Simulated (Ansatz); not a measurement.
# I on Ca(111): change of the work function, part 3 of 5

How does I on the fcc site change the work function of Ca(111) as the layer fills?

Ansatz 0.2.0; plane-wave DFT, RPBE, Ansatz PAW.

So far, work function, upper face (eV): step 2 (the clean slab) 2.94; step 3 (37 atoms, coverage 0.111 ML, cell 3x3) 3.09.

## (4) Adsorbate added, k-mesh 5×5×1, coverage 0.25 ML

System of this step: Ca16I (I/Ca(111)). The cell holds 17 atoms: 16 Ca and 1 I. Cell: a = 7.891 Å, b = 7.891 Å, c = 30.067 Å, α = 90.0°, β = 90.0°, γ = 60.0°. Vacuum lies along c.

Another coverage, to see how the dipoles act on each other as their distance changes.

Input file input.yaml:

```yaml
crystal:
  lattice:
    - [7.891311678, 0.0, 0.0]
    - [3.945655839, 6.8340763824, 0.0]
    - [0.0, 0.0, 30.0673504999]
  atoms:
    - { symbol: Ca, position: [0.0, 0.0, 0.2993280036] }
    - { symbol: Ca, position: [0.1666666667, 0.1666666667, 0.4064746078] }
    - { symbol: Ca, position: [0.3333333333, 0.3333333333, 0.5147829855] }
    - { symbol: Ca, position: [0.0, 0.0, 0.6209194308] }
    - { symbol: Ca, position: [0.0, 0.5, 0.2993280036] }
    - { symbol: Ca, position: [0.1666666667, 0.6666666667, 0.4064746078] }
    - { symbol: Ca, position: [0.3333333333, 0.8333333333, 0.5147829855] }
    - { symbol: Ca, position: [0.0, 0.5, 0.6209194308] }
    - { symbol: Ca, position: [0.5, 0.0, 0.2993280036] }
    - { symbol: Ca, position: [0.6666666667, 0.1666666667, 0.4064746078] }
    - { symbol: Ca, position: [0.8333333333, 0.3333333333, 0.5147829855] }
    - { symbol: Ca, position: [0.5, 0.0, 0.6209194308] }
    - { symbol: Ca, position: [0.5, 0.5, 0.2993280036] }
    - { symbol: Ca, position: [0.6666666667, 0.6666666667, 0.4064746078] }
    - { symbol: Ca, position: [0.8333333333, 0.8333333333, 0.5147829855] }
    - { symbol: Ca, position: [0.5, 0.5, 0.6209194308] }
    - { symbol: I, position: [0.1666666667, 0.1666666667, 0.7006719964] }
kpoints:
  mp_grid: { grid: [5, 5, 1] }
hamiltonian:
  xc: rpbe
scf:
  occupations: { method: fermi_dirac, width: 0.1 }
  convergence: { dr2_threshold: 1.0e-08 }
efield:
  axis: 3
  dipole_correction: true
  ramp_position: 0.97
  ramp_width: 0.06
relax:
  f_tol: 0.02
  max_steps: 60
  constraints: [{ sites: [0, 1, 4, 5, 8, 9, 12, 13] }]
output:
  bader: true
  dos: { projected: true, e_range: [-8, 4] }
  write_potential: true
  write_density: true
  volumetric_format: npy
  elf: true
```

Run with:

```sh
> ansatz run input.yaml --threads 4 --pin off --max-ram 12288MiB --backend cpu --events-out ev --progress --plain --runs-dir out
```

Numbers of over 12 decimals in the logs are rounded to 6 here.

The program printed:

```text
[...]
Crystal: 17 atoms, lattice volume = 1621.527 Å³
Basis set: ecut = 420 eV, 31691 PW (Γ), exchange–correlation on 108×108×432 points (8 copies of the dense FFT grid, shifted against one another)
Bands: 107, of which v1, the nominal top of the filled ones, is band 89 counted from 1 (88 counted from 0)
Symmetry: 6 space group operations
[...]
k-points: 5 of 25 (time reversal used)
[...]
SCF iter   1: F=—  HF=-36661.696968 eV  |F-HF|=—  |Δ(HF+E_count)|=         —  Δρ=2.08e-3  dr2=1.49e0  ethr=1.77e-3  p=-0.162 e·Å  D=-1.81e-2 V/Å  ΔV_dip=0.54 eV  dr2_dipole=1.42e-2  V_vac-E_F(+/−)=3.34/2.79 eV  ⟨swp⟩=18.0  Hψ=3777  notcnv=0
[...]
SCF iter  11: F=-36661.643069 eV  HF=-36661.643069 eV  |F-HF|=1.13e-9  |Δ(HF+E_count)|=  3.64e-11  Δρ=2.20e-7  dr2=1.73e-9  ethr=5.65e-12  p=-0.118 e·Å  D=-1.32e-2 V/Å  ΔV_dip=0.40 eV  dr2_dipole=1.08e-10  V_vac-E_F(+/−)=3.33/2.94 eV  ⟨swp⟩=9.4  Hψ=3265  notcnv=0
SCF 1 converged in 11 iterations: F = -36661.643069 eV  dr2 = 1.73e-9
[...]
relax step   1: F+E_penalty+E_count = -36661.64306872 eV  Δ(F+E_penalty+E_count) = +0.000e0 eV  max|allowed force component| = 1.497e-1 eV/Å  Δτ_max = 0.0000 Å  (11 SCF iters, accepted)
[...]
SCF iter   9: F=-36661.656120 eV  HF=-36661.656120 eV  |F-HF|=3.27e-10  |Δ(HF+E_count)|=   3.66e-9  Δρ=3.06e-7  dr2=3.62e-9  ethr=5.65e-12  p=-0.111 e·Å  D=-1.24e-2 V/Å  ΔV_dip=0.37 eV  dr2_dipole=9.41e-14  V_vac-E_F(+/−)=3.31/2.94 eV  ⟨swp⟩=11.2  Hψ=4524  notcnv=0
SCF 2 converged in 9 iterations: F = -36661.656120 eV  dr2 = 3.62e-9
relax step   2: F+E_penalty+E_count = -36661.65612030 eV  Δ(F+E_penalty+E_count) = -1.305e-2 eV  max|allowed force component| = 9.217e-2 eV/Å  Δτ_max = 0.0694 Å  (9 SCF iters, accepted)
SCF iter   1: F=—  HF=-36661.660158 eV  |F-HF|=—  |Δ(HF+E_count)|=         —  Δρ=6.28e-4  dr2=2.11e-2  ethr=1.63e-4  p=-0.111 e·Å  D=-1.24e-2 V/Å  ΔV_dip=0.37 eV  dr2_dipole=3.44e-3  V_vac-E_F(+/−)=3.31/2.94 eV  ⟨swp⟩=5.0  Hψ=1373  notcnv=0
[...]
SCF iter  10: F=-36661.662163 eV  HF=-36661.662163 eV  |F-HF|=4.51e-10  |Δ(HF+E_count)|=   1.92e-9  Δρ=2.19e-7  dr2=2.06e-9  ethr=5.65e-12  p=-0.106 e·Å  D=-1.18e-2 V/Å  ΔV_dip=0.36 eV  dr2_dipole=5.86e-11  V_vac-E_F(+/−)=3.29/2.93 eV  ⟨swp⟩=8.0  Hψ=4040  notcnv=0
SCF 3 converged in 10 iterations: F = -36661.662163 eV  dr2 = 2.06e-9
relax step   3: F+E_penalty+E_count = -36661.66216324 eV  Δ(F+E_penalty+E_count) = -6.043e-3 eV  max|allowed force component| = 1.852e-2 eV/Å  Δτ_max = 0.1178 Å  (10 SCF iters, accepted)
[...]
SCF converged after 10 iterations
Free energy (F): -36661.662163 eV
[...]
Internal energy: -36660.984676 eV  (E = F + TS)
E sigma→0 (E₀):  -36661.323419 eV
Entropy (-TS):   -0.677488 eV (-39.852 meV/atom)
Fermi energy:    0.677386 eV
Dipole field:    D = -0.011832 V/Å  (p = -0.106032 e·Å, saw-weighted, corrected)
Work function:   Φ+ = 3.2891 eV   Φ− = 2.9333 eV
[...]
--- Forces (eV/Å), atoms counted from 1 ---
  atom   1  Ca     0.00382475     0.00220822     0.03569843
  atom   2  Ca     0.00000000    -0.00000000    -0.08095100
  atom   3  Ca    -0.00870378    -0.00502513    -0.00378974
  atom   4  Ca    -0.00046301    -0.00026732    -0.00480850
  atom   5  Ca     0.00000000    -0.00441644     0.03569843
  atom   6  Ca    -0.01238163     0.00714854    -0.02565196
  atom   7  Ca     0.00000000     0.01005026    -0.00378974
  atom   8  Ca     0.00000000     0.00053463    -0.00480850
  atom   9  Ca    -0.00382475     0.00220822     0.03569843
  atom  10  Ca     0.00000000    -0.01429707    -0.02565196
  atom  11  Ca     0.00870378    -0.00502513    -0.00378974
  atom  12  Ca     0.00046301    -0.00026732    -0.00480850
  atom  13  Ca     0.00000000    -0.00000000     0.04705470
  atom  14  Ca     0.01238163     0.00714854    -0.02565196
  atom  15  Ca    -0.00000000    -0.00000000    -0.00012651
  atom  16  Ca     0.00000000     0.00000000     0.01851902
  atom  17  I      0.00000000     0.00000000     0.01116003
  max |Σ_I F_I| component: 9.06e-7 eV/Å
--- Band table (eV; the first three rows and the last of 5) ---
  k-point 0: bands = [... 85 lower, 0.1246, 0.2034, 0.2034, 0.2370, 0.6416, 0.6566, 0.6621, 0.6621, ... 14 higher]
  k-point 1: bands = [... 85 lower, 0.3204, 0.4207, 0.4317, 0.6665, 0.7010, 0.7387, 0.7405, 0.8187, ... 14 higher]
  k-point 2: bands = [... 85 lower, 0.3385, 0.3853, 0.8016, 0.8814, 0.8842, 0.9408, 1.0039, 1.0355, ... 14 higher]
  k-point 4: bands = [... 85 lower, 0.4052, 0.5954, 0.6918, 0.7447, 0.8893, 0.9050, 0.9553, 1.0572, ... 14 higher]
--- Relaxed structure (3 steps of the walk, 3 accepted, 0 SCFs on fresh bases) ---
  F+E_penalty+E_count = -36661.66216324 eV   max|allowed force component| = 1.852e-2 eV/Å
  atoms:
[...]
- { symbol: Ca, position: [0.166667, 0.166667, 0.406475] }
    - { symbol: Ca, position: [0.331833, 0.331833, 0.514260] }
    - { symbol: Ca, position: [0.0015057, 0.0015057, 0.621692] }
    - { symbol: Ca, position: [2.7755575615628914e-17, 0.500000, 0.299328] }
    - { symbol: Ca, position: [0.166667, 0.666667, 0.406475] }
    - { symbol: Ca, position: [0.331833, 0.836335, 0.514260] }
    - { symbol: Ca, position: [0.0015057, 0.496989, 0.621692] }
    - { symbol: Ca, position: [0.5, -1.7959490104491818e-17, 0.299328] }
    - { symbol: Ca, position: [0.666667, 0.166667, 0.406475] }
    - { symbol: Ca, position: [0.836335, 0.331833, 0.514260] }
    - { symbol: Ca, position: [0.496989, 0.0015057, 0.621692] }
    - { symbol: Ca, position: [0.5, 0.500000, 0.299328] }
    - { symbol: Ca, position: [0.666667, 0.666667, 0.406475] }
    - { symbol: Ca, position: [0.833333, 0.833333, 0.515945] }
    - { symbol: Ca, position: [0.5, 0.500000, 0.614693] }
    - { symbol: I, position: [0.166667, 0.166667, 0.700140] }
--- Bader charges: 17 sites ---
  site symbol  charge [e]  shift [e] shared [e]
     0     Ca     -0.0294     0.0000    -0.1000
     1     Ca      0.1252     0.0000     0.0475
     2     Ca      0.3467     0.0000     0.2867
     3     Ca      0.2844     0.0000     0.2510
     4     Ca     -0.0294     0.0000    -0.1000
     5     Ca      0.1669     0.0000     0.0989
     6     Ca      0.3467     0.0000     0.2867
     7     Ca      0.2844     0.0000     0.2510
     8     Ca     -0.0294     0.0000    -0.1000
     9     Ca      0.1669     0.0000     0.0989
    10     Ca      0.3467     0.0000     0.2867
    11     Ca      0.2844     0.0000     0.2509
    12     Ca     -0.0068     0.0000    -0.0899
    13     Ca      0.1669     0.0000     0.0989
    14     Ca     -0.1185     0.0000    -0.1464
    15     Ca     -0.5058     0.0000    -0.5258
    16      I     -0.8952     0.0000    -0.8954
  maxima off the nuclei: 10, with 0.9050 electrons
[...]
charge, to which what the maxima have on the atom's side is counted
  estimated error of the sums over rays = 4.6e-4 e
```

Wall time 1.9 min (4 threads of Arm Neoverse V2, shared host); peak memory 3.7 GiB; 7.5 min of CPU time.

The steps of the relaxation:

```
step  energy less that of the first step (eV)  largest force component (eV/Å)
   1                                   0.0000                          0.1497
   2                                  -0.0131                          0.0922
   3                                  -0.0191                          0.0185
```

Forces are held to the 6 operations that the run works with; a distortion that breaks them can't arise in this run.

The atoms that moved most (Å):

| atom | dx | dy | dz | length |
| --- | --- | --- | --- | --- |
| Ca16 | 0.000 | 0.000 | -0.187 | 0.187 |
| Ca15 | 0.000 | 0.000 | 0.035 | 0.035 |
| Ca8 | 0.000 | -0.021 | 0.023 | 0.031 |
| Ca12 | -0.018 | 0.010 | 0.023 | 0.031 |
| Ca4 | 0.018 | 0.010 | 0.023 | 0.031 |
| Ca3 | -0.018 | -0.010 | -0.016 | 0.026 |
| Ca11 | 0.018 | -0.010 | -0.016 | 0.026 |
| Ca7 | 0.000 | 0.021 | -0.016 | 0.026 |

The relaxed structure:

```cif
data_structure
_symmetry_space_group_name_H-M 'P 1'
_symmetry_Int_Tables_number 1
_cell_length_a 7.8913
_cell_length_b 7.8913
_cell_length_c 30.0674
_cell_angle_alpha 90.000
_cell_angle_beta 90.000
_cell_angle_gamma 60.000
_cell_volume 1621.53
loop_
_atom_site_label
_atom_site_type_symbol
_atom_site_fract_x
_atom_site_fract_y
_atom_site_fract_z
_atom_site_occupancy
Ca1 Ca 0.00000 0.00000 0.29933 1
Ca2 Ca 0.16667 0.16667 0.40647 1
Ca3 Ca 0.33183 0.33183 0.51426 1
Ca4 Ca 0.00151 0.00151 0.62169 1
Ca5 Ca 0.00000 0.50000 0.29933 1
Ca6 Ca 0.16667 0.66667 0.40647 1
Ca7 Ca 0.33183 0.83633 0.51426 1
Ca8 Ca 0.00151 0.49699 0.62169 1
Ca9 Ca 0.50000 0.00000 0.29933 1
Ca10 Ca 0.66667 0.16667 0.40647 1
Ca11 Ca 0.83633 0.33183 0.51426 1
Ca12 Ca 0.49699 0.00151 0.62169 1
Ca13 Ca 0.50000 0.50000 0.29933 1
Ca14 Ca 0.66667 0.66667 0.40647 1
Ca15 Ca 0.83333 0.83333 0.51594 1
Ca16 Ca 0.50000 0.50000 0.61469 1
I17 I 0.16667 0.16667 0.70014 1
```

This step gave:

| Item | Value |
| --- | --- |
| energy at zero smearing | -36661.3234 eV |
| work function, upper face | 3.289 eV |
| work function, lower face | 2.933 eV |
| dipole along the normal | -0.1060 e·Å |
| step between the vacuum levels | 0.3558 eV |

The density of states has structure finer than the step of the table below, so its rows give means over 0.25 eV, whole bins alone (the curve runs from -8 to 0.69 eV). Peaks (eV: height): -4.180: 55.9, -3.940: 91.3, -2.800: 38.1, -0.270: 54.4, 0.210: 58.2, 0.390: 39.1, 0.450: 56.9.

Table of density of states by energy, zero at the Fermi level; means over each step:

energy (eV), density of states (states/eV a cell) and a bar:
```
    -4.50        0.0 
    -4.25       10.3 ###########
    -4.00       17.1 ###################
    -3.75        2.0 ##
    -3.50        2.0 ##
    -3.25        2.8 ###
    -3.00        4.3 #####
    -2.75        8.1 #########
    -2.50        1.9 ##
    -2.25        9.3 ##########
    -2.00        7.1 ########
    -1.75        5.1 ######
    -1.50       11.4 ############
    -1.25       10.3 ###########
    -1.00       11.0 ############
    -0.75       12.9 ##############
    -0.50       12.5 ##############
    -0.25       19.2 #####################
     0.00       19.4 #####################
     0.25       26.8 #############################
     0.50       27.6 ##############################
```

Projected DOS per atom over height of the atomic layer and energy from the Fermi level. Layers: Ca4 Ca4 Ca4 Ca4 I from below.

Values in states/eV, 22 rows by 5 columns, each cell a mean:
```
0.1 0.1 0.1 0.1 0.0
0.2 0.2 0.2 0.2 0.1
0.6 0.4 0.4 0.6 0.1
0.5 0.5 0.6 0.5 0.1
0.5 0.6 0.5 0.5 0.1
0.7 0.6 0.6 0.6 0.2
0.3 0.4 0.3 0.3 0.1
0.5 0.5 0.5 0.4 0.2
0.3 0.2 0.3 0.1 0.1
0.2 0.3 0.3 0.1 0.2
0.1 0.2 0.2 0.0 0.1
0.0 0.0 0.0 0.2 9.2
0.0 0.0 0.0 0.2 4.1
0.0 0.0 0.0 0.0 0.0
0.0 0.0 0.0 0.0 0.0
0.0 0.0 0.0 0.0 0.0
0.0 0.0 0.0 0.0 0.0
0.0 0.0 0.0 0.0 0.0
0.0 0.0 0.0 0.0 0.0
0.0 0.0 0.0 0.0 0.0
0.0 0.0 0.0 0.0 0.0
0.0 0.0 0.0 0.0 0.0
```
Columns: height of the atomic layer (Å) from 9 to 21.1 (not evenly spaced); rows upwards: energy from the Fermi level (eV) from -7.96 to 0.645.

Electrostatic potential energy in the ca plane at fractional y = 0.167, with atoms of Ca and I within 0.2 Å of it. With pseudopotentials it is smooth inside the atoms' cores, unlike the true potential.

Ten even steps from '0' (-22 eV) to '9' (4 eV), each cell a mean:
```
88899998776778998766678899999999999999999999
99999998766678998766678899999999999999999999
88899998876778998776778999999999999999999999
76778999887789999887788999999999999999999999
21257899988899999988889999999999999999999999
00016899999999999999999999999999999999999999
00005899999999999999999999999999999999999999
00005899999999999999999999999999999999999999
00036899999999999999999999999999999999999999
54578999888889999888888999999999999999999999
87889998877788998877778999999999999999999999
98999998766678998766678899999999999999999999
98999998766678998766678999999999999999999999
87889998877788998877778888889999999999999999
54568999888889999888888753358999999999999999
00036899998999999988888412215899999999999999
00005899999999999999987238832799999999999999
00005899999999999999986149942799999999999999
00016899999999999999887325613899999999999999
21257899988899999988888631137999999999999999
76778999877789999877788876679999999999999999
```
Columns run along c (16.0 Å, from fractional 0.39 to 0.93 of the cell; values clipped at the 3rd and 97th percentile), rows up along a (7.9 Å). Atoms in or near the plane, at fractional coordinates: Ca at (0.41, 0.17), Ca at (0.41, 0.67), I at (0.70, 0.17).

ELF in the ca plane at fractional y = 0.167, with atoms of Ca and I within 0.2 Å of it. It is the smooth field of the valence electrons, not physical close to the nuclei.

Ten even steps from '0' (0.00) to '9' (0.85), each cell a mean:
```
21235652001001442111001478876531000000000000
44456641012101341012100134443210000000000000
21235642001001442011000001111000000000000000
11102453100013553111001100000000000000000000
67630244322235666433333310000000000000000000
99972145554566677777777531000000000000000000
99993036666677677889998642000000000000000000
99982036666666677788888642000000000000000000
89851145433356666655555421000000000000000000
23311354210124664321122100000000000000000000
10013552100002452111000000000000000000000000
43356641011101341011100012222110000000000000
33346642011101442011100356665421000000000000
10113552100002553100003688888642100000000000
24311354210124675210026888889863100000000000
89851155432346787521148865678975210000000000
99982046655567888642268752358985310000000000
99993046665667888642368643357985310000000000
99972146544457887631258764468975210000000000
67620255321135776310137877789874200000000000
01002453100013664100014888898753100000000000
```
Columns run along c (16.0 Å, from fractional 0.39 to 0.93 of the cell), rows up along a (7.9 Å). Atoms in or near the plane, at fractional coordinates: Ca at (0.41, 0.17), Ca at (0.41, 0.67), I at (0.70, 0.17).

Valence density in the ca plane at fractional y = 0.167, with atoms of Ca and I within 0.2 Å of it. It is the smooth field of the valence electrons, not physical close to the nuclei.

Values in units of 1e0 e/Å³, 11 rows by 16 columns, each cell a mean:
```
0.1 0.1 0.1 0.1 0.1 0.1 0.1 0.1 0.1 0.1 0.0 0.0 0.0 0.0 0.0 0.0
0.1 0.1 0.1 0.1 0.1 0.1 0.1 0.1 0.0 0.0 0.0 0.0 0.0 0.0 0.0 0.0
1.5 0.3 0.0 0.1 0.1 0.1 0.1 0.1 0.0 0.0 0.0 0.0 0.0 0.0 0.0 0.0
5.2 1.0 0.1 0.1 0.1 0.0 0.1 0.1 0.0 0.0 0.0 0.0 0.0 0.0 0.0 0.0
1.8 0.3 0.0 0.1 0.1 0.1 0.1 0.1 0.0 0.0 0.0 0.0 0.0 0.0 0.0 0.0
0.1 0.1 0.1 0.1 0.1 0.1 0.1 0.1 0.0 0.0 0.0 0.0 0.0 0.0 0.0 0.0
0.1 0.1 0.1 0.1 0.1 0.1 0.1 0.1 0.1 0.1 0.0 0.0 0.0 0.0 0.0 0.0
0.3 0.1 0.1 0.1 0.1 0.1 0.1 0.1 0.3 0.5 0.2 0.0 0.0 0.0 0.0 0.0
3.8 0.7 0.1 0.1 0.1 0.1 0.1 0.1 1.0 7.9 0.6 0.0 0.0 0.0 0.0 0.0
4.1 0.8 0.1 0.1 0.1 0.1 0.1 0.1 1.1 8.7 0.7 0.0 0.0 0.0 0.0 0.0
0.4 0.1 0.1 0.1 0.1 0.1 0.1 0.1 0.3 0.6 0.2 0.0 0.0 0.0 0.0 0.0
```
Columns run along c (16.0 Å, from fractional 0.39 to 0.93 of the cell), rows up along a (7.9 Å). Atoms in or near the plane, at fractional coordinates: Ca at (0.41, 0.17), Ca at (0.41, 0.67), I at (0.70, 0.17).

The relaxation took 3 steps and lowered the energy by 0.019 eV; the largest force on the free atoms ends at 0.019 eV/Å.

By hand: a sheet of dipoles makes a step −p/(ε₀A) in the electron's potential. With e/ε₀ = 180.95 V·Å, p = -0.1060 e·Å and A = 53.93 Å², that is −180.95 × (-0.1060) / 53.93 = +0.356 eV, and the two vacuum levels of the run differ by +0.356 eV.

The covered face has 3.29 eV, +0.35 eV against the clean one; the bare back face has moved by -0.02 eV, a measure of how thin the slab is.

## (5) Adsorbate added, k-mesh 5×5×1, coverage 0.5 ML

System of this step: Ca8I (I/Ca(111)). The cell holds 18 atoms: 16 Ca and 2 I. Cell: a = 7.891 Å, b = 7.891 Å, c = 30.067 Å, α = 90.0°, β = 90.0°, γ = 60.0°. Vacuum lies along c.

Another coverage, to see how the dipoles act on each other as their distance changes.

Edit input.yaml of step 4 so:

```diff
@@ -23,2 +23,3 @@
     - { symbol: I, position: [0.1666666667, 0.1666666667, 0.7006719964] }
+    - { symbol: I, position: [0.6666666667, 0.1666666667, 0.7006719964] }
 kpoints:
@@ -45,2 +46 @@
   volumetric_format: npy
-  elf: true
```

The program printed:

```text
[...]
Crystal: 18 atoms, lattice volume = 1621.527 Å³
Basis set: ecut = 420 eV, 31691 PW (Γ), exchange–correlation on 108×108×432 points (8 copies of the dense FFT grid, shifted against one another)
Bands: 117, of which v1, the nominal top of the filled ones, is band 97 counted from 1 (96 counted from 0)
Symmetry: 4 space group operations
[...]
7     Ca     -0.0036     0.0000    -0.0838
[...]
14     Ca     -0.0327     0.0000    -0.0358
    15     Ca     -0.0036     0.0000    -0.0838
    16      I     -0.8417     0.0000    -0.8420
    17      I     -0.8417     0.0000    -0.8420
  maxima off the nuclei: 10, with 1.0324 electrons
[...]
charge, to which what the maxima have on the atom's side is counted
  estimated error of the sums over rays = 6.2e-4 e
[key lines of the parts left out:]
SCF converged after 9 iterations
Free energy (F): -44186.130494 eV
Fermi energy:    0.830146 eV
Dipole field:    D = -0.024279 V/Å  (p = -0.217569 e·Å, saw-weighted, corrected)
Work function:   Φ+ = 3.6400 eV   Φ− = 2.9099 eV
```

The job ended after 3.6 min (4 threads; peak memory 4.4 GiB).

Step by step:

| step | energy less that of the first step (eV) | largest force component (eV/Å) |
| --- | --- | --- |
| 1 | 0.0000 | 0.4352 |
| 2 | -0.0767 | 0.0696 |
| 3 | -0.0835 | 0.0201 |
| 4 | -0.0847 | 0.0059 |

The run keeps the 4 symmetry operations that it works with, so distortions that break them were not tested.

The atoms that moved most (Å):

```
atom     dx      dy      dz  length
 I18  0.000   0.086  -0.118   0.146
 I17  0.000   0.086  -0.118   0.146
 Ca8  0.000  -0.056  -0.095   0.110
Ca16  0.000  -0.056  -0.095   0.110
Ca12  0.000   0.019   0.062   0.064
 Ca4  0.000   0.019   0.062   0.064
 Ca3  0.000  -0.022  -0.029   0.037
Ca11  0.000  -0.022  -0.029   0.037
```

Final coordinates:

```cif
data_structure
_symmetry_space_group_name_H-M 'P 1'
_symmetry_Int_Tables_number 1
_cell_length_a 7.8913
_cell_length_b 7.8913
_cell_length_c 30.0674
_cell_angle_alpha 90.000
_cell_angle_beta 90.000
_cell_angle_gamma 60.000
_cell_volume 1621.53
loop_
_atom_site_label
_atom_site_type_symbol
_atom_site_fract_x
_atom_site_fract_y
_atom_site_fract_z
_atom_site_occupancy
Ca1 Ca 0.00000 0.00000 0.29933 1
Ca2 Ca 0.16667 0.16667 0.40647 1
Ca3 Ca 0.33496 0.33009 0.51382 1
Ca4 Ca 0.99864 0.00273 0.62297 1
Ca5 Ca 0.00000 0.50000 0.29933 1
Ca6 Ca 0.16667 0.66667 0.40647 1
Ca7 Ca 0.33221 0.83558 0.51526 1
Ca8 Ca 0.00407 0.49185 0.61777 1
Ca9 Ca 0.50000 0.00000 0.29933 1
Ca10 Ca 0.66667 0.16667 0.40647 1
Ca11 Ca 0.83496 0.33009 0.51382 1
Ca12 Ca 0.49864 0.00273 0.62297 1
Ca13 Ca 0.50000 0.50000 0.29933 1
Ca14 Ca 0.66667 0.66667 0.40647 1
Ca15 Ca 0.83221 0.83558 0.51526 1
Ca16 Ca 0.50407 0.49185 0.61777 1
I17 I 0.16035 0.17929 0.69675 1
I18 I 0.66035 0.17929 0.69675 1
```

The relaxation took 4 steps and lowered the energy by 0.085 eV; the largest force on the free atoms ends at 0.0059 eV/Å.

The covered face has 3.64 eV, +0.70 eV against the clean one; the bare back face has moved by -0.04 eV, a measure of how thin the slab is.

[end of part 3 of 5]

[Logs are printed without paths, hosts, clocks, repeated set-up lines and the standing remarks that a program may print on its own settings, such as how far it seeks lower states.]

[Hosts, paths, dates, database ids (printed as entryN), source tags and the programs' standing remarks are cut or masked in the printed files.]

[Maps of the electrostatic potential energy from Ansatz leave out the sawtooth potential of an applied field or a dipole correction, so their vacuum need not be flat; planar profiles and work functions include it.]

[The density of states shown here was stored with 400 of the rows of the run's finer table, so its peaks can read low, often by over a quarter, or be missed, and its means over a window can be off by a tenth or more.]
